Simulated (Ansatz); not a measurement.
# Structural relaxation of random rock-salt alloy of CaS and PbS (64 atoms), part 2 of 2

Aim: bring random rock-salt alloy of CaS and PbS (64 atoms) to a nearby minimum of the energy and see what moves.

Ansatz 0.2.0; Kohn-Sham DFT, PBEsol, PAW (set soft_2), plane waves.

The cell: 24 Ca, 32 S and 8 Pb. The host structure and its lattice constant were typed by rule, without a check against the phase diagram. The Brillouin zone is sampled at Γ only, in a cell whose shortest periodic width is 12 Å. The levels lack spin–orbit coupling.

So far. Step 3 (Relaxation): The relaxation changed the energy by -14.1 meV/atom, and atoms moved by 0.076 Å r.m.s., 0.20 Å at most.

## (5) Single point at the relaxed geometry

One more single point at the end of the walk gives the fuller output and checks the residual forces.

Contents of input.yaml:

```yaml
crystal:
  lattice:
    - [11.503, 0.0, 0.0]
    - [0.0, 11.503, 0.0]
    - [0.0, 0.0, 11.503]
  atoms:
    - { symbol: Ca, position: [0.99972, 0.99944, 0.99903] }
    - { symbol: S, position: [0.25139, 0.00726, 0.99991] }
    - { symbol: Pb, position: [0.99864, 0.25001, 0.24941] }
    - { symbol: S, position: [0.24925, 0.2523, 0.23938] }
    [... 54 atom lines left out ...]
    - { symbol: Ca, position: [0.5003, 0.75082, 0.74854] }
    - { symbol: S, position: [0.75111, 0.75644, 0.74837] }
    - { symbol: Pb, position: [0.74994, 0.49919, 0.75072] }
    - { symbol: S, position: [0.49336, 0.50109, 0.75015] }
    - { symbol: Ca, position: [0.74917, 0.74946, 0.49993] }
    - { symbol: S, position: [0.50188, 0.74981, 0.50041] }
kpoints:
  mp_grid: { grid: [1, 1, 1] }
hamiltonian:
  xc: pbesol
scf:
  occupations: { method: fermi_dirac, width: 0.05 }
output:
  forces: true
  stress: true
  populations: true
  dos:
    method: { smearing: { sigma: 0.1 } }
    de: 0.1
    projected: { site_lists: { Ca: [Ca], Pb: [Pb], S: [S] } }
  eigenvalues: true
  write_density: true
  write_potential: true
  volumetric_format: npy
  elf: true
```

On the command line:

```sh
$ ansatz run input.yaml --threads 4 --pin off --max-ram 8192MiB --backend cpu --events-out ev --progress --plain --runs-dir out
```

Numbers of over 12 decimals in the logs are rounded to 6 here.

Log:

```text
[...]
Crystal: 64 atoms, lattice volume = 1522.066 Å³
Basis set: ecut = 420 eV, 29711 PW (Γ), exchange–correlation on 160×160×160 points (8 copies of the dense FFT grid, shifted against one another)
Bands: 336, of which v1, the nominal top of the filled ones, is band 272 counted from 1 (271 counted from 0)
Symmetry: 1 space group operations
[...]
k-points: 1
[...]
SCF iter   1: F=—  HF=-165518.897501 eV  |F-HF|=—  |Δ(HF+E_count)|=         —  Δρ=5.21e-3  dr2=6.58e-1  ethr=1.77e-3  ⟨swp⟩=14.0  Hψ=1980  notcnv=0
[...]
SCF iter   8: F=-165518.735333 eV  HF=-165518.735333 eV  |F-HF|=1.39e-8  |Δ(HF+E_count)|=   2.89e-7  Δρ=1.41e-6  dr2=5.41e-8  ethr=1.84e-11  ⟨swp⟩=20.0  Hψ=2883  notcnv=0
SCF 1 converged in 8 iterations: F = -165518.735333 eV  dr2 = 5.41e-8
[...]
SCF converged after 8 iterations
Free energy (F): -165518.735333 eV
[...]
Internal energy: -165518.735333 eV  (E = F + TS)
E sigma→0 (E₀):  -165518.735333 eV
Entropy (-TS):   -0.000000 eV (-0.000 meV/atom)
Fermi energy:    7.892001 eV
[...]
--- Forces (eV/Å), atoms counted from 1 ---
  atom   1  Ca    -0.00089634     0.00082524     0.00081830
  atom   2  S     -0.00082142    -0.00538767    -0.00060813
  atom   3  Pb     0.00163700     0.00028327    -0.00682698
  atom   4  S      0.01154073    -0.00607827    -0.00693584
  atom   5  Ca     0.00492145    -0.00125085    -0.00226276
  atom   6  S      0.00674039    -0.00420471    -0.00252952
  atom   7  Ca    -0.00067245    -0.00174596     0.00337071
  atom   8  S      0.00868983     0.00633015    -0.00199733
  atom   9  Pb     0.00366189     0.00002970     0.00085686
  atom  10  S      0.01008464     0.00463977     0.00065027
  atom  11  Ca    -0.00105323    -0.00570178    -0.00121486
  atom  12  S     -0.00460761     0.00546514    -0.00980313
  atom  13  Ca    -0.00317982     0.00149903     0.00195879
  atom  14  S      0.00030279    -0.00461876     0.00065801
[...]
atom  63  Ca     0.00170566    -0.00627003    -0.00127845
  atom  64  S     -0.00090995    -0.00213279    -0.00291598
  max |Σ_I F_I| component: 1.95e-4 eV/Å
--- Stress (GPa, compression-positive) ---
       -0.893371       0.002744      -0.010119
        0.002744      -0.850390      -0.007297
       -0.010119      -0.007297      -0.849111
  P = ⅓ Tr σ = -0.8643 GPa (-8.643 kbar)
--- Band table (eV) ---
[...]
--- Löwdin populations: 64 sites ---
  site symbol       q [e]
     0     Ca      8.4416
     1      S      7.1249
     2     Pb     13.5535
[...]
63      S      7.2872
  spilling = 0.013232 (of n_electrons = 544.000000)
```

Elapsed: 45 s, on 4 threads of AMD EPYC 7R43, shared host; peak memory 1.8 GiB; 2.5 min of CPU time.

Read from the output:

```yaml
free_energy: -165518.7353 eV
free_energy_per_atom: -2586.2302 eV/atom
scf_cycles: 8
pressure: -0.8643 GPa
r_m_s_force_component: 0.00463 eV/Å
longest_force: 0.02027 eV/Å
fermi_energy: 7.892 eV
spacing_of_highest_filled_and_lowest_empty_level: 2.032 eV
spilling_of_the_projection: 0.01323
```

States in the cell by windows of 0.5 eV, zero at the Fermi level; the larger projections on atomic orbitals stand beside the total:

| from (eV) | to (eV) | total | S p | Pb p | Pb s |
| --- | --- | --- | --- | --- | --- |
| -10 | -9 | 0.0 | 0.0 | 0.0 | 0.0 |
| -9 | -8.5 | 6.6 | 1.5 | 0.0 | 4.5 |
| -8.5 | -8 | 5.3 | 0.9 | 0.0 | 3.7 |
| -8 | -7.5 | 4.1 | 0.6 | 0.0 | 2.8 |
| -7.5 | -5 | 0.0 | 0.0 | 0.0 | 0.0 |
| -5 | -4.5 | 7.6 | 5.1 | 2.0 | 0.0 |
| -4.5 | -4 | 26.1 | 19.2 | 3.4 | 0.1 |
| -4 | -3.5 | 30.1 | 23.7 | 2.6 | 0.1 |
| -3.5 | -3 | 29.8 | 26.0 | 1.3 | 0.1 |
| -3 | -2.5 | 45.7 | 42.4 | 0.5 | 0.0 |
| -2.5 | -2 | 37.7 | 34.2 | 0.3 | 1.1 |
| -2 | -1.5 | 8.8 | 8.0 | 0.1 | 0.4 |
| -1.5 | -1 | 3.7 | 2.6 | 0.0 | 0.8 |
| -1 | -0.5 | 2.4 | 1.7 | 0.0 | 0.5 |
| -0.5 | 0.5 | 0.0 | 0.0 | 0.0 | 0.0 |
| 0.5 | 1 | 1.6 | 0.0 | 0.0 | 0.0 |
| 1 | 1.5 | 10.6 | 0.5 | 4.5 | 0.0 |
| 1.5 | 2 | 14.1 | 0.5 | 1.3 | 0.0 |
| 2 | 2.5 | 8.7 | 1.6 | 5.4 | 0.0 |
| 2.5 | 3 | 25.5 | 3.9 | 10.0 | 0.1 |

Between -26 and -10 eV lie 288 more states.

About 48 of the 544 electrons lie in deeper levels, below the stored range.

The levels nearest the highest filled one (over half full), pooled over k-points and spins:

| level less the highest filled one (eV) | occupation |
| --- | --- |
| -0.763 | 2 |
| -0.755 | 2 |
| -0.654 | 2 |
| -0.0384 | 2 |
| -0.0247 | 2 |
| 0 | 2 |
| 2.03 | 0 |
| 2.04 | 0 |
| 2.06 | 0 |
| 2.23 | 0 |
| 2.26 | 0 |
| 2.28 | 0 |

Electrostatic potential energy in the ac plane at fractional y = 0.000, with atoms of Ca and S and Pb within 0.2 Å of it. With pseudopotentials it is smooth inside the atoms' cores, unlike the true potential.

Ten even steps from '0' (-51 eV) to '9' (10 eV), each cell a mean:
```
02689953337998510268995334799841
57899987679999865689998768999976
99999999999999999999999999999999
89999998889999998999999888999998
45899864357999754689986435799974
53699830015898444379973001689843
34799841026898533479984102699963
78999986678999877899998667899998
99999999999999999999999999999999
78999999999999988899999999999987
33699985458998643579996446999843
53489953435998400158984443799624
43489963336998510268984334899733
45899997679999866789998768999864
89999999999999999999999999999999
99999998889999999999999888999999
56999864357999754689986435799986
43699830015898434369973001689853
43799841026898533479984102699853
57999976578999876899998667899986
99999999999999999999999999999999
88999999999999988899999999999998
35799975468998743579997546899864
01689853436998400158984443699730
```
Columns run along a (11.5 Å; values clipped at the 3rd and 97th percentile), rows up along c (11.5 Å). Atoms in or near the plane, at fractional coordinates: Ca at (0.00, 0.00), S at (0.25, 0.00), Ca at (0.25, 0.25), S at (0.00, 0.24), Pb at (0.00, 0.50), S at (0.26, 0.50), Ca at (0.25, 0.75), S at (0.00, 0.76), Ca at (0.50, 0.00), S at (0.75, 0.00), Ca at (0.75, 0.25), S at (0.50, 0.25), Ca at (0.50, 0.50), S at (0.74, 0.50) and more.

Valence density in the ac plane at fractional y = 0.000, with atoms of Ca and S and Pb within 0.2 Å of it. It is the smooth field of the valence electrons, not physical close to the nuclei.

Ten steps, logarithmic in the rise over the least value, from '0' (0.05 × 1e0 e/Å³) to '9' (8.33 × 1e0 e/Å³), each cell a mean:
```
87522355554313688752235555421368
54201234543101355420124454310135
21100012221000122100001222100012
43210012320001233321001232000123
55421146763113455542125776311345
25532378985224543543137998522454
55431368875224554543136887412355
44310035542012344431013554200234
22100001210000122210001121000012
43200123332100123200012333100123
76421245554212477631134555321357
98632355355323789852245445422479
98532355455323688752245555422478
65311234543211355420124444311246
32100012221000112100012222100022
32100012220001233321001232000123
54321146763113455542114676311245
45531378985224543553137998522455
45431368885224554543136887512455
54320135542012445431013554201245
32100011210001122210001121000123
32100123332100123200012333210012
76311345554211467631134555421246
98522454355323689852245435531379
```
Columns run along a (11.5 Å), rows up along c (11.5 Å). Atoms in or near the plane, at fractional coordinates: Ca at (0.00, 0.00), S at (0.25, 0.00), Ca at (0.25, 0.25), S at (0.00, 0.24), Pb at (0.00, 0.50), S at (0.26, 0.50), Ca at (0.25, 0.75), S at (0.00, 0.76), Ca at (0.50, 0.00), S at (0.75, 0.00), Ca at (0.75, 0.25), S at (0.50, 0.25), Ca at (0.50, 0.50), S at (0.74, 0.50) and more.

A closer look about Pb53, one of the 8 Pb atoms: 13 atoms, nearest first, numbered in the order of the input, with positions taken from that point.

| atom | x | y | z | distance (Å) | bonds |
| --- | --- | --- | --- | --- | --- |
| Pb53 | 0.00 | 0.00 | 0.00 | 0.00 | 6 |
| S50 | 0.02 | -0.06 | -2.86 | 2.86 | 6 |
| S58 | -0.13 | -0.02 | 2.89 | 2.89 | 6 |
| S52 | 0.01 | 2.91 | 0.01 | 2.91 | 6 |
| S54 | -2.95 | 0.06 | 0.00 | 2.95 | 6 |
| S22 | 2.95 | 0.06 | -0.08 | 2.95 | 6 |
| S36 | 0.00 | -3.04 | 0.03 | 3.04 | 6 |
| Ca63 | -0.01 | 2.85 | 2.88 | 4.05 | 6 |
| Ca55 | 0.01 | 2.85 | -2.88 | 4.05 | 6 |
| Ca49 | -2.86 | -0.02 | -2.88 | 4.06 | 6 |
| Ca51 | -2.88 | 2.87 | 0.00 | 4.07 | 6 |
| Ca19 | 2.89 | 2.87 | -0.02 | 4.07 | 6 |
| Pb3 | 2.86 | -2.89 | 0.00 | 4.07 | 6 |

The column of bonds counts only the pairs S-Ca within 3.27 Å, S-Pb within 3.43 Å; other neighbours, such as metal atoms beside each other in a compound, aren't counted, and periodic images can show an atom twice.

## (6) Another setting: scf.convergence.dr2_threshold = 1e-11

Changed here: scf.convergence.dr2_threshold = 1e-11.

Contents of input.yaml:

```yaml
crystal:
  lattice:
    - [11.503, 0.0, 0.0]
    - [0.0, 11.503, 0.0]
    - [0.0, 0.0, 11.503]
  atoms:
    [... the 64 atom lines of step 2 ...]
kpoints:
  mp_grid: { grid: [1, 1, 1] }
hamiltonian:
  xc: pbesol
scf:
  occupations: { method: fermi_dirac, width: 0.05 }
  convergence: { dr2_threshold: 1.0e-11 }
output:
  forces: true
  stress: true
  populations: true
  dos:
    method: { smearing: { sigma: 0.08 } }
    de: 0.1
    projected: { site_lists: { Ca: [Ca], Pb: [Pb], S: [S] } }
  eigenvalues: true
```

Log:

```text
[...]
Crystal: 64 atoms, lattice volume = 1522.066 Å³
Basis set: ecut = 420 eV, 29711 PW (Γ), exchange–correlation on 160×160×160 points (8 copies of the dense FFT grid, shifted against one another)
Bands: 336, of which v1, the nominal top of the filled ones, is band 272 counted from 1 (271 counted from 0)
Symmetry: 1 space group operations
[...]
k-points: 1
[...]
SCF iter   1: F=—  HF=-165517.983388 eV  |F-HF|=—  |Δ(HF+E_count)|=         —  Δρ=5.07e-3  dr2=5.91e-1  ethr=1.77e-3  ⟨swp⟩=11.0  Hψ=1837  notcnv=0  defer=14
[...]
SCF iter  12: F=-165517.834012 eV  HF=-165517.834012 eV  |F-HF|=0.00e0  |Δ(HF+E_count)|=  5.82e-11  Δρ=1.00e-8  dr2=1.61e-12  ethr=1.00e-12  ⟨swp⟩=17.0  Hψ=2290  notcnv=0
SCF 1 converged in 12 iterations: F = -165517.834012 eV  dr2 = 1.61e-12
[...]
SCF converged after 12 iterations
Free energy (F): -165517.834012 eV
[...]
Internal energy: -165517.834012 eV  (E = F + TS)
E sigma→0 (E₀):  -165517.834012 eV
Entropy (-TS):   -0.000000 eV (-0.000 meV/atom)
Fermi energy:    7.947109 eV
[...]
--- Forces (eV/Å), atoms counted from 1 ---
  atom   1  Ca    -0.03397558    -0.24718374    -0.04247424
  atom   2  S      0.02997707     0.42131273    -0.00040447
  atom   3  Pb     0.09773966    -0.18141812     0.17379313
  atom   4  S     -0.15118691     0.06026892    -0.41863430
  atom   5  Ca    -0.01298358     0.01334217    -0.21943346
  atom   6  S     -0.05621821    -0.39708745    -0.34424649
  atom   7  Ca     0.10841364     0.08964335     0.01541506
  atom   8  S     -0.14595713     0.12768596    -0.44265773
  atom   9  Pb    -0.20946671    -0.07457505     0.01894703
  atom  10  S      0.71513655    -0.37853392     0.07663273
  atom  11  Ca     0.06017470    -0.02856460    -0.10827493
  atom  12  S      0.17904280    -0.03614092     0.49762529
  atom  13  Ca    -0.08038338    -0.10266426     0.16501059
  atom  14  S      0.06262063     0.05671974     0.41960977
[...]
atom  63  Ca     0.15182681    -0.13859180    -0.00102746
  atom  64  S      0.00482620     0.17689019     0.05582328
  max |Σ_I F_I| component: 1.82e-6 eV/Å
--- Stress (GPa, compression-positive) ---
       -0.557112      -0.003070      -0.003797
       -0.003070      -0.520298       0.001578
       -0.003797       0.001578      -0.537080
  P = ⅓ Tr σ = -0.5382 GPa (-5.382 kbar)
--- Band table (eV) ---
[...]
--- Löwdin populations: 64 sites ---
  site symbol       q [e]
     0     Ca      8.4492
     1      S      7.1211
     2     Pb     13.5657
[...]
63      S      7.2908
  spilling = 0.013328 (of n_electrons = 544.000000)
```

The job ended after 61 s (4 threads; peak memory 1.8 GiB; 3.3 min of CPU time).

Geometry and reference: those of the single point at the start.

Forces differ from those of the single point at the start by 0.012 meV/Å r.m.s., 0.0051 % of their size. It took 1.4 times the reference's time (shared host, so rough).

## (7) Outcome

| Property | Result |
| --- | --- |
| energy change in the relaxation | -14.08 meV/atom |
| r.m.s. displacement | 0.076 Å |
| largest displacement | 0.204 Å |
| free energy per atom | -2586.2302 eV/atom |
| density | 3.977 g/cm³ |
| pressure | -0.8643 GPa |
| r.m.s. force component | 0.00463 eV/Å |
| gap (highest filled to lowest empty level) | 2.032 eV |
| wall time of the 4 DFT runs | 3.9 min |

Relaxation lowers the energy by 14.1 meV/atom and moves atoms by 0.076 Å r.m.s.; the r.m.s. force component goes from 0.24 to 0.0046 eV/Å, the pressure goes from -0.54 to -0.86 GPa, and the gap from 1.81 to 2.03 eV. By the final cutoffs no bond was broken or made. From the first step to the last the energy fell by 0.901 eV, and the largest move was 0.20 Å (S16). The S-Pb bonds change most in mean length: from 2.876 Å (spread 0.031) to 2.938 Å (spread 0.045). Counting bonds as in the table, all Ca atoms have 6, all Pb atoms have 6 and all S atoms have 6 bonded neighbours. The highest filled and lowest empty levels differ by 2.03 eV at Γ alone; the mesh holds the band edges only if they fold onto it, so the gap at this level can be narrower or closed.

[Logs are printed without paths, hosts, clocks, repeated set-up lines and the standing remarks that a program may print on its own settings, such as how far it seeks lower states.]

[Hosts, paths, dates, database ids (printed as entryN), source tags and the programs' standing remarks are cut or masked in the printed files.]
